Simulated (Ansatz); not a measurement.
**Lattice dynamics of In2S (model cell, started as antifluorite)**

Aim: the vibrations of In2S (model cell, started as antifluorite), their spectra, and whether the structure is stable.

Program: Ansatz 0.2.0. Level of theory: DFT PBEsol, scalar-relativistic, plane waves, PAW. Results are calculated unless marked as measured.

The structure was built from a prototype and need not be the compound's stable phase.

**1. Set-up**

The structure is cubic, space group Fm-3m (No. 225). Conventional cell: a = 6.961 Å, b = 6.961 Å, c = 6.961 Å, α = 90.00°, β = 90.00°, γ = 90.00°. Nearest to S lie 8 In at 3.01 Å. Nearest to In lie 4 S at 3.01 Å. Farther neighbours and most contacts between anions are not listed.

**2. Bringing the structure to rest**

Harmonic phonons are second derivatives at a point where the forces vanish, and they are wanted at zero stress, so atoms and cell are relaxed first.

File input.yaml:

```yaml
crystal:
  lattice:
    - [0.0, 3.48073, 3.48073]
    - [3.48073, 0.0, 3.48073]
    - [3.48073, 3.48073, 0.0]
  atoms:
    - { symbol: S, position: [0.0, 0.0, 0.0] }
    - { symbol: In, position: [0.25, 0.25, 0.25] }
    - { symbol: In, position: [0.75, 0.75, 0.75] }
kpoints:
  mp_grid: { grid: [10, 10, 10] }
hamiltonian:
  xc: pbesol
scf:
  occupations: { method: gaussian, width: 0.1 }
output:
  forces: true
  stress: true
  eigenvalues: true
relax:
  adjacent_minimum: "off"
  f_tol: 0.005
  max_steps: 80
  cell: { stress_tol: 0.05 }
```

Started as:

```sh
$ ansatz run input.yaml --threads 4 --pin off --max-ram 7168MiB --backend cpu --events-out ev --progress --plain --runs-dir out
```

Numbers of over 12 decimals in the logs are rounded to 6 here.

The log of the run:

```text
Engine: ansatz 0.2.0, x86_64-unknown-linux-gnu
Pseudopotentials: kind: paw
Pseudopotential: S, paw, valence charge 6, recommended cutoff 420 eV (normal), S.paw.azcp
Pseudopotential: In, paw, valence charge 13, recommended cutoff 420 eV (normal), In.paw.azcp
Functional definition: PBEsol
  exchange = pbesol_x
  correlation = pbesol_c
Crystal: 3 atoms, lattice volume = 84.341 Å³
Basis set: ecut = 420 eV, 1639 PW (Γ), exchange–correlation on 72×72×72 points (8 copies of the dense FFT grid, shifted against one another)
Bands: 20, of which v1, the nominal top of the filled ones, is band 16 counted from 1 (15 counted from 0)
Symmetry: 48 space group operations
Space group: Fm-3m (ITA 225), of the structure as read, at distance tolerance 4.4e-5 Å
k-points: 47 of 1000
Non-local potential: S, projectors of the file, l = 0: 2, l = 1: 2, l = 2: 2
Non-local potential: In, projectors of the file, l = 0: 2, l = 1: 2, l = 2: 2, l = 3: 2
PAW form: soft (Blöchl's): semilocal exchange-correlation on the pseudo side does not see the compensation charge
PAW frozen core: S, regenerated for the run's functional, and the local potential with it (the file was generated under x = pbe(κ = 0.804, μ = 0.219515), c = pbe(β = 0.066725))
PAW frozen core: In, regenerated for the run's functional, and the local potential with it (the file was generated under x = pbe(κ = 0.804, μ = 0.219515), c = pbe(β = 0.066725))
PAW one-centre angular grid: S, 110 points (default); XC on 64 Gauss nodes
PAW one-centre angular grid: In, 590 points (default); XC on 64 Gauss nodes
Initial density: superposition of atomic densities (neutral atoms: chi_scale 0, normalization atom), corrected by the library's trained network
Initial wavefunctions: pseudopotential atomic-orbital guess
Functional: x = pbesol(κ = 0.804, μ = 0.123457), c = pbesol(β = 0.046)
SCF iter   1: F=—  HF=-11935.739718 eV  |F-HF|=—  |Δ(HF+E_count)|=         —  Δρ=4.09e-3  dr2=2.48e-2  ethr=1.77e-3  ⟨swp⟩=5.5  Hψ=4352  notcnv=0
preconditioner: auto → Kerker (q_TF=auto, 2.321 Å⁻¹)  [metal: Δε(μ)=0.078 eV  Ē_g=13.281 eV  σ=0.100 eV  W_gap=0.42  n_scr=14 (ndim 8)  ℏωp=22.9 eV  f_vac=0.033  D(μ)=0.59/eV (n_scr^D=0)]
SCF iter   2: F=—  HF=-11935.731785 eV  |F-HF|=—  |Δ(HF+E_count)|=   7.93e-3  Δρ=1.67e-3  dr2=3.23e-3  ethr=7.76e-5  ⟨swp⟩=1.1  Hψ=1326  notcnv=0
SCF iter   3: F=—  HF=-11935.731324 eV  |F-HF|=—  |Δ(HF+E_count)|=   4.60e-4  Δρ=4.30e-4  dr2=1.95e-4  ethr=1.01e-5  ⟨swp⟩=2.2  Hψ=1684  notcnv=0
SCF iter   4: F=—  HF=-11935.731404 eV  |F-HF|=—  |Δ(HF+E_count)|=   7.99e-5  Δρ=2.27e-4  dr2=8.10e-5  ethr=6.10e-7  ⟨swp⟩=2.4  Hψ=1374  notcnv=0
SCF iter   5: F=—  HF=-11935.731494 eV  |F-HF|=—  |Δ(HF+E_count)|=   9.01e-5  Δρ=8.25e-5  dr2=1.53e-5  ethr=2.53e-7  ⟨swp⟩=2.0  Hψ=1165  notcnv=0
SCF iter   6: F=—  HF=-11935.731505 eV  |F-HF|=—  |Δ(HF+E_count)|=   1.04e-5  Δρ=2.25e-5  dr2=9.23e-7  ethr=4.80e-8  ⟨swp⟩=2.0  Hψ=1161  notcnv=0
SCF iter   7: F=-11935.731505 eV  HF=-11935.731505 eV  |F-HF|=1.18e-8  |Δ(HF+E_count)|=   4.21e-8  Δρ=4.54e-6  dr2=1.60e-8  ethr=3.13e-10  ⟨swp⟩=3.2  Hψ=3580  notcnv=0
SCF 1 converged in 7 iterations: F = -11935.731505 eV  dr2 = 1.60e-8
  greatest PAW one-centre occupation: 0.983 electrons in one spin orbital (limit 2), on the In atom at site 2 (counted from 0), in its partial waves of l = 2
relax step   1: F+E_penalty+E_count = -11935.73150473 eV  Δ(F+E_penalty+E_count) = +0.000e0 eV  max|allowed force component| = 3.084e-17 eV/Å  Δτ_max = 0.0000 Å  P = +0.228 GPa  Ω = 84.341 Å³  (7 SCF iters, dr2 threshold 1.00e-7 eV, accepted)
Crystal: 3 atoms, lattice volume = 84.858 Å³
Initial density: handed on by an earlier stage of this run
Initial wavefunctions: those handed on with the density
iter 1 solved again at ethr=2.54e-7 eV; its pass at ethr=3.10e-3 eV (dr2=8.13e-5 eV) is discarded
SCF iter   1: F=—  HF=-11935.731864 eV  |F-HF|=—  |Δ(HF+E_count)|=         —  Δρ=1.67e-4  dr2=5.51e-5  ethr=2.54e-7  ⟨swp⟩=2.6  Hψ=5292  notcnv=0
preconditioner: auto → Kerker (q_TF=auto, 2.319 Å⁻¹)  [metal: Δε(μ)=0.052 eV  Ē_g=13.303 eV  σ=0.100 eV  W_gap=0.28  n_scr=14 (ndim 8)  ℏωp=22.8 eV  f_vac=0.042  D(μ)=0.64/eV (n_scr^D=0)]
SCF iter   2: F=—  HF=-11935.731856 eV  |F-HF|=—  |Δ(HF+E_count)|=   8.50e-6  Δρ=7.07e-5  dr2=8.21e-6  ethr=1.72e-7  ⟨swp⟩=1.7  Hψ=1012  notcnv=0
SCF iter   3: F=—  HF=-11935.731854 eV  |F-HF|=—  |Δ(HF+E_count)|=   1.36e-6  Δρ=2.58e-5  dr2=7.45e-7  ethr=2.57e-8  ⟨swp⟩=1.7  Hψ=1008  notcnv=0
SCF iter   4: F=-11935.731854 eV  HF=-11935.731854 eV  |F-HF|=2.75e-9  |Δ(HF+E_count)|=   2.05e-8  Δρ=5.21e-6  dr2=2.48e-8  ethr=4.07e-10  ⟨swp⟩=6.1  Hψ=3753  notcnv=0
SCF 2 converged in 4 iterations: F = -11935.731854 eV  dr2 = 2.48e-8
relax step   2: F+E_penalty+E_count = -11935.73185425 eV  Δ(F+E_penalty+E_count) = -3.495e-4 eV  max|allowed force component| = 1.419e-16 eV/Å  Δτ_max = 0.0000 Å  P = +0.039 GPa  Ω = 84.858 Å³  energy of the carried Pulay correction = -7.980e-5 eV  (4 SCF iters, dr2 threshold 1.30e-7 eV, accepted)
Initial wavefunctions: pseudopotential atomic-orbital guess (no wavefunctions were taken with the density)
iter 1 solved again at ethr=2.79e-7 eV; its pass at ethr=3.10e-3 eV (dr2=8.94e-5 eV) is discarded
SCF iter   1: F=—  HF=-11935.731930 eV  |F-HF|=—  |Δ(HF+E_count)|=         —  Δρ=1.05e-5  dr2=4.28e-8  ethr=2.79e-7  ⟨swp⟩=2.5  Hψ=6488  notcnv=0
eigensolver tolerance schedule: the retry pair's looser diagonalisation over-reported the residual by 2089.22 of it (diagonalisation noise at 0.23 of the residual, at the tolerance the schedule requests for it); recorded, not acted on — ethr = c·dr2/N_el stays at c = 1.0e-1
preconditioner: auto → Kerker (q_TF=auto, 2.319 Å⁻¹)  [metal: Δε(μ)=0.053 eV  Ē_g=13.302 eV  σ=0.100 eV  W_gap=0.28  n_scr=14 (ndim 8)  ℏωp=22.8 eV  f_vac=0.042  D(μ)=0.63/eV (n_scr^D=0)]
SCF iter   2: F=—  HF=-11935.731933 eV  |F-HF|=—  |Δ(HF+E_count)|=   2.92e-6  Δρ=4.60e-6  dr2=8.14e-9  ethr=1.34e-10  ⟨swp⟩=3.6  Hψ=2364  notcnv=0
SCF iter   3: F=—  HF=-11935.731933 eV  |F-HF|=—  |Δ(HF+E_count)|=   4.74e-9  Δρ=2.09e-6  dr2=2.11e-9  ethr=2.54e-11  ⟨swp⟩=1.1  Hψ=945  notcnv=0
SCF iter   4: F=—  HF=-11935.731933 eV  |F-HF|=—  |Δ(HF+E_count)|=   1.59e-9  Δρ=3.80e-7  dr2=1.30e-10  ethr=6.60e-12  ⟨swp⟩=2.0  Hψ=1081  notcnv=0
SCF iter   5: F=-11935.731933 eV  HF=-11935.731933 eV  |F-HF|=3.64e-12  |Δ(HF+E_count)|=  6.37e-11  Δρ=1.26e-7  dr2=2.09e-11  ethr=1.00e-12  ⟨swp⟩=6.3  Hψ=4177  notcnv=0
SCF 3 converged in 5 iterations: F = -11935.731933 eV  dr2 = 2.09e-11
relax step   3: F+E_penalty+E_count = -11935.73193312 eV  Δ(F+E_penalty+E_count) = -7.887e-5 eV  max|allowed force component| = 1.203e-16 eV/Å  Δτ_max = 0.0000 Å  P = +0.039 GPa  Ω = 84.858 Å³  stress off target by 3.89e-2 GPa  SCF on the basis re-selected at this cell (its energy is not comparable with the rows above)  (5 SCF iters)
basis re-selected at this cell: Δ(F+E_penalty+E_count) = -7.887e-5 eV, ΔP = +0.000 GPa vs the last step (what re-selecting the basis moved, of the pressure what is left beyond the Pulay correction that the steps carried, after the strain that the cell walked since its last selection, with what the two solves' SCF thresholds leave and, on support functions, any second-order correction that the steps lacked; it is no m [...]
SCF converged after 5 iterations
Free energy (F): -11935.731933 eV
Harris-Foulkes:  -11935.731933 eV  (|F-HF|=3.64e-12)
Internal energy: -11935.728771 eV  (E = F + TS)
E sigma→0 (E₀):  -11935.730352 eV
Entropy (-TS):   -0.003162 eV (-1.054 meV/atom)
Fermi energy:    7.445726 eV
--- Per-component energies (eV) ---
  E_band       = -114.871091
  E_kinetic    = 585.171842
  E_local      = -2639.408780  (includes V_loc(G=0)·N_el)
  E_nonlocal   = 763.767596
  E_hartree    = 1029.276274
  E_xc         = -523.869167
  E_vxc        = -287.271619  (∫ρ·V_xc dr)
  E_paw        = -8742.946551  (= ΣΔE_a)
  E_vpaw       = -595.682924  (= ΣTr[D̂ρ^β])
  E_aug_tail   = 0.000052  (compensation charges beyond the density's cutoff)
  E_ewald      = -2408.253792
  E_core_change = 0.533754  (= ΣΔE_core)
  E_smearing   = -0.003162  (= −TS)
  E_closure    = 0.000000  (closes the sum)
  Σ components = -11935.731933   (vs F -11935.731933, Δ=0.00e0)
--- Forces (eV/Å), atoms counted from 1 ---
  atom   1  S      0.00000000    -0.00000000    -0.00000000
  atom   2  In     0.00000000     0.00000000     0.00000000
  atom   3  In    -0.00000000    -0.00000000     0.00000000
  max |Σ_I F_I| component: 2.78e-17 eV/Å
--- Stress (GPa, compression-positive) ---
        0.038921      -0.000000      -0.000000
       -0.000000       0.038921      -0.000000
       -0.000000      -0.000000       0.038921
  P = ⅓ Tr σ = 0.0389 GPa (0.389 kbar)
--- Band table (eV; the first three rows and the last of 47) ---
  k-point 0: bands = [... 12 lower, 4.4632, 4.4632, 4.4632, 6.5141, 7.8713, 7.8713, 7.8713, 12.4491]
  k-point 1: bands = [... 12 lower, 4.4073, 4.4073, 4.4783, 6.0578, 7.9956, 7.9956, 8.6474, 11.9662]
  k-point 2: bands = [... 12 lower, 4.1336, 4.2767, 4.2767, 6.0833, 8.2846, 8.2846, 9.6712, 11.4595]
  k-point 46: bands = [... 12 lower, 1.6895, 3.0028, 6.0119, 7.0733, 7.3517, 8.5979, 10.9097, 11.5741]
--- Relaxed structure (2 steps of the walk, 2 accepted, 1 SCFs on fresh bases) ---
  F+E_penalty+E_count = -11935.73193312 eV   max|allowed force component| = 1.203e-16 eV/Å   (the final SCF, on the basis selected at the relaxed cell)
  cell:  # Å, volume = 84.8584 Å³
    - [0, 3.487827, 3.487827]
    - [3.487827, 0, 3.487827]
    - [3.487827, 3.487827, 0]
  atoms:
    - { symbol: S, position: [0, 0, 0] }
    - { symbol: In, position: [0.25, 0.25, 0.25] }
    - { symbol: In, position: [0.75, 0.75, 0.75] }
```

Elapsed: 2.6 s, on 4 threads of Intel Xeon 6975P-C (Granite Rapids), shared host; peak memory 0.5 GiB.

Step by step:

```tsv
step	energy less that of the first step (eV)	largest force component (eV/Å)	pressure (GPa)	volume (Å³)
1	0.0000	0.0000	0.23	84.34
2	-0.0003	0.0000	0.04	84.86
3*	-0.0004	0.0000	0.04	84.86
```

Relaxation steps marked * repeat the geometry before them on a plane-wave basis chosen anew for their cell, so energy and pressure can jump there.

The run keeps the 48 symmetry operations that it works with, so distortions that break them were not tested.

```tsv
conventional cell, symmetrised	before	after	change
a (Å)	6.961	6.976	+0.2 %
b (Å)	6.961	6.976	+0.2 %
c (Å)	6.961	6.976	+0.2 %
volume (Å³/atom)	28.11	28.29	+0.6 %
```

Final coordinates:

```xyz
3
Lattice="0.0000 3.4878 3.4878 3.4878 0.0000 3.4878 3.4878 3.4878 0.0000" Properties=species:S:1:pos:R:3 pbc="T T T"
S     0.0000    0.0000    0.0000
In    1.7439    1.7439    1.7439
In    5.2317    5.2317    5.2317
```

This step gave:

```yaml
pressure: 0.03892 GPa
volume_per_atom: 28.29 Å³
gap_on_the_k_mesh: 0 eV
```

In this step the volume went from 28.11 to 28.29 Å³/atom.

**3. Tight relaxation**

Phonons need a cell at rest on their own settings, so the relaxation is repeated with tight tolerances on forces and stress on the k mesh and occupations of the first response run.

input.yaml, the sections that differ from step 2:

```yaml
crystal:
  lattice:
    - [0.0, 3.4878271475, 3.4878271475]
    - [3.4878271475, 0.0, 3.4878271475]
    - [3.4878271475, 3.4878271475, 0.0]
  atoms:
    - { symbol: S, position: [0.0, 0.0, 0.0] }
    - { symbol: In, position: [0.25, 0.25, 0.25] }
    - { symbol: In, position: [0.75, 0.75, 0.75] }
scf:
  occupations: { method: methfessel_paxton, width: 0.15 }
relax:
  adjacent_minimum: "off"
  f_tol: 0.001
  max_steps: 60
  cell: { stress_tol: 0.01 }
# kpoints, hamiltonian, output: as in step 2
```

The log of the run:

```text
[...]
Crystal: 3 atoms, lattice volume = 84.858 Å³
Basis set: ecut = 420 eV, 1639 PW (Γ), exchange–correlation on 72×72×72 points (8 copies of the dense FFT grid, shifted against one another)
Bands: 20, of which v1, the nominal top of the filled ones, is band 16 counted from 1 (15 counted from 0)
Symmetry: 48 space group operations
[...]
k-points: 47 of 1000
[...]
k-point 46: bands = [... 12 lower, 1.6815, 2.9957, 5.9988, 7.0590, 7.3402, 8.5855, 10.8945, 11.5588]
--- Relaxed structure (2 steps of the walk, 2 accepted, 1 SCFs on fresh bases) ---
[...]
cell:  # Å, volume = 84.9494 Å³
    - [0, 3.489074, 3.489074]
    - [3.489074, 0, 3.489074]
    - [3.489074, 3.489074, 0]
  atoms:
    - { symbol: S, position: [0, 0, 0] }
    - { symbol: In, position: [0.25, 0.25, 0.25] }
    - { symbol: In, position: [0.750000, 0.750000, 0.750000] }
[key lines of the parts left out:]
SCF converged after 6 iterations
Free energy (F): -11935.730375 eV
Fermi energy:    7.432970 eV
P = ⅓ Tr σ = 0.0074 GPa (0.074 kbar)
```

Run time: 2.7 s. Hardware: 4 threads; peak memory 0.5 GiB; 8.7 s of CPU time.

Little changed from the start: no atom moved by 0.005 Å and no cell edge by 0.1 %.

Numbers from this step:

```yaml
pressure: 0.007409 GPa
volume_per_atom: 28.32 Å³
```

The forces vanish by symmetry and the pressure is 0.007 GPa, within the tolerances set. The cell now holds 28.32 Å³/atom.

**4. Zone-centre response**

The zone centre comes first: it holds the modes that light can see, as far as symmetry allows. No field response is asked, since the mesh shows no gap.

input.yaml, the sections that differ from step 3:

```yaml
crystal:
  lattice:
    - [0.0, 3.4890740757, 3.4890740757]
    - [3.4890740757, 0.0, 3.4890740757]
    - [3.4890740757, 3.4890740757, 0.0]
  atoms:
    - { symbol: S, position: [0.0, 0.0, 0.0] }
    - { symbol: In, position: [0.25, 0.25, 0.25] }
    - { symbol: In, position: [0.75, 0.75, 0.75] }
output:
  eigenvalues: true
phonons:
  method: dfpt
# kpoints, hamiltonian, scf: as in step 3
# relax: removed
```

The log of the run:

```text
zone centre: on kpoints.mp_grid the ground state, and the responses unless they are solved on pairs of k-points, stand on 102 of the mesh's 1000 k-points, reduced under 8 symmetry operations, with k and −k counted as one. Each operation leaves every solved displacement unchanged or reverses it
[...]
Crystal: 3 atoms, lattice volume = 84.949 Å³
Basis set: ecut = 420 eV, 1639 PW (Γ), exchange–correlation on 72×72×72 points (8 copies of the dense FFT grid, shifted against one another)
Bands: 20, of which v1, the nominal top of the filled ones, is band 16 counted from 1 (15 counted from 0)
Symmetry: 48 space group operations
k-points: 102 of 1000 (irreducible under 8 space group operations, time reversal used)
[...]
SCF iter   1: F=—  HF=-11935.738563 eV  |F-HF|=—  |Δ(HF+E_count)|=         —  Δρ=4.08e-3  dr2=2.51e-2  ethr=1.77e-3  ⟨swp⟩=5.2  Hψ=9360  notcnv=0
[...]
SCF iter  10: F=-11935.730375 eV  HF=-11935.730375 eV  |F-HF|=1.82e-12  |Δ(HF+E_count)|=  2.91e-11  S|Δr|=    0.00e0  Δρ=1.92e-8  dr2=2.42e-13  ethr=1.00e-12  ⟨swp⟩=5.1  Hψ=8829  notcnv=0
SCF 1 converged in 10 iterations: F = -11935.730375 eV  dr2 = 2.42e-13
[...]
DFPT response loops at Γ: preconditioner auto → Kerker (q_TF=auto, 2.319 Å⁻¹) (partly filled bands, converged f_vac=0.042); β = 1.00, the filter's whole step (`scf.mixing.beta` (0.50) is not read by the response loops under this deck's `scf.mixing.preconditioner`; to damp them name `kerker` or `kerker_dos`, under which they read `scf.mixing.beta`, and type it under 1.00, their step now; both keys bind the ground state too); Broyden in place of MSR1
SCF converged after 10 iterations
[...]
Free energy (F): -11935.730375 eV
[...]
Internal energy: -11935.729741 eV  (E = F + TS)
E sigma→0 (E₀):  -11935.730217 eV
Entropy (-TS):   -0.000634 eV (-0.211 meV/atom)
Fermi energy:    7.432970 eV
[...]
--- Band table (eV; the first three rows and the last of 102) ---
  k-point 0: bands = [... 12 lower, 4.4537, 4.4537, 4.4537, 6.4965, 7.8604, 7.8604, 7.8604, 12.4343]
  k-point 1: bands = [... 12 lower, 4.3980, 4.3980, 4.4684, 6.0423, 7.9846, 7.9846, 8.6340, 11.9524]
  k-point 2: bands = [... 12 lower, 4.1225, 4.2675, 4.2675, 6.0691, 8.2732, 8.2732, 9.6566, 11.4460]
  k-point 101: bands = [... 12 lower, 1.6815, 2.9957, 5.9988, 7.0590, 7.3402, 8.5855, 10.8945, 11.5588]
--- Phonons (Γ-DFPT): 2 representative perturbations + reference, on 102 of 1000 k-points (Σ response iterations 6) ---
  k mesh reduced under 8 symmetry operations, with k and −k counted as one. Each operation leaves every solved displacement unchanged or reverses it
  ASR residual: 4.192e-5 → 0.000e0 eV/Å²; symmetrization residual: 3.701e-6 eV/Å²
  ASR residual per site (eV/Å²): 9.26e-6 4.19e-5 4.19e-5
  Γ frequencies (cm⁻¹): 0.00 0.00 0.00 80.55 80.55 80.55 119.76 119.76 119.76
  non-analytic LO–TO correction: not included (Born effective charges unavailable; polar crystals: no LO–TO splitting at Γ)
```

Elapsed: 10 s, on 4 threads; peak memory 0.99 GiB; 35 s of CPU time.

The column dr2 measures how far the density is from self-consistency, as an energy; F and HF (Harris–Foulkes) agree once it is small.

Numbers from this step:

| Quantity | Value |
| --- | --- |
| sum-rule residual before enforcement | 4.19e-5 eV/Å² |
| point group | m-3m |
| highest optical mode at the zone centre (no LO-TO term) | 119.8 cm⁻¹ |
| lowest optical zone-centre mode | 80.55 cm⁻¹ |

Patterns of degenerate modes are one choice out of their space. Modes at Γ, with each element's share of the kinetic energy:

```tsv
mode	frequency (cm⁻¹)	symmetry	S %	In %
1	0.0	acoustic	12	88
2	0.0	acoustic	12	88
3	0.0	acoustic	12	88
4	80.5	T2g	0	100
5	80.5	T2g	0	100
6	80.5	T2g	0	100
7	119.8	T1u	88	12
8	119.8	T1u	88	12
9	119.8	T1u	88	12
```

Displacements in mode 5 (80.5 cm⁻¹), the largest set to 1:
```
S1   0.00  0.00  0.00
In2  0.00 -0.75  1.00
In3  0.00  0.75 -1.00
```

Displacements in mode 7 (119.8 cm⁻¹), the largest set to 1:
```
S1   0.00  0.00  1.00
In2  0.00  0.00 -0.14
In3  0.00  0.00 -0.14
```

Before it was imposed, the acoustic sum rule was missed by 4.2e-5 eV/Å². Small misses are needed for a sound result but don't prove that mesh and cutoff are converged. The lowest optical mode is real, 80.5 cm⁻¹.

(Part 1 of 2 ends here.)

[Logs are printed without paths, hosts, clocks, repeated set-up lines and the standing remarks that a program may print on its own settings, such as how far it seeks lower states.]

[Hosts, paths, dates, database ids (printed as entryN), source tags and the programs' standing remarks are cut or masked in the printed files.]
